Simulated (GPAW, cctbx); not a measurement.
# By hand: from a DFT structure factor to an extinction distance in KCrI3

KCrI3, P4/mmm (no. 123), a = 5.7144 Å, b = 5.7144 Å, c = 5.7008 Å, α = 90.00°, β = 90.00°, γ = 90.00°.

| atom | mult. | x | y | z |
| --- | --- | --- | --- | --- |
| I1 | 2 | 1/2 | 0 | 0 |
| I2 | 1 | 0 | 0 | 1/2 |
| Cr1 | 1 | 0 | 0 | 0 |
| K1 | 1 | 1/2 | 1/2 | 1/2 |

The start was made by putting kin elements into a known structure type; the compound need not exist, or be stable, in this form.

A DFT run (GPAW, PBE, 450 eV, 4×4×4 k-points, Fermi–Dirac width 0.05 eV, spin-polarised) gives the static X-ray structure factor of 001 as 55.035 e for the conventional cell; superposed free atoms give 54.973 e. **Problem.** Find the Fourier component V of the crystal potential and the two-beam extinction distance at 200 kV in both cases.

**1. Geometry**

The cell volume is Ω = 186.16 Å³ and d(001) = 5.7008 Å, so g = 1/d = 0.1754 Å⁻¹.

**2. The nuclei**

Electrons feel nuclei as well as electrons, so the nuclear charges are summed with the same phases.

Phase sums Σ exp(2πi h·x), turned so that the total is real and positive: I +1.000, Cr +1.000, K -1.000. Then F_Z = 53 × (+1.000) + 24 × (+1.000) + 19 × (-1.000) = 58.00 e. The electron term has the same sign for this reflection.

**3. Mott–Bethe**

Poisson's equation, term by term, gives V = (e/4πε₀)(F_Z − F)/(πΩg²), with e/4πε₀ = 14.3996 V Å.

The prefactor is 14.3996 × 5.7008²/(π × 186.16) = 0.80019 V per electron. Free atoms: (58.00 − 54.973) × 0.80019 = 2.422 V. Crystal: (58.00 − 55.035) × 0.80019 = 2.373 V. F changes by +0.11 % and V by -2.0 %: the same 0.06 e is measured against F_Z − F = 3.0 e in place of F = 55.0 e.

**4. Extinction distance**

In the two-beam case ξ = 1/(λU) with U = 2γm₀eV/h², that is ξ = 150.41 V Å²/(γλV).

At 200 kV, λ = 0.02508 Å and γ = 1.3914. Free atoms: ξ = 1780 Å. Crystal: ξ = 1817 Å. The thickness fringes go as sin²(πt/ξ), so the two patterns slip by a quarter of a period when t|1/ξ₁ − 1/ξ₀| = 1/4, at t ≈ 2172 nm, thicker than usual samples. Thermal motion, absorption and many-beam coupling, left out here, change a real pattern.

**5. Answer**

V(001) is 2.37 V against 2.42 V, and ξ is 1817 against 1780 Å. Limits: static atoms, two beams; a ferromagnetic start is the only order tried, and the real ground state may be antiferromagnetic or insulating.
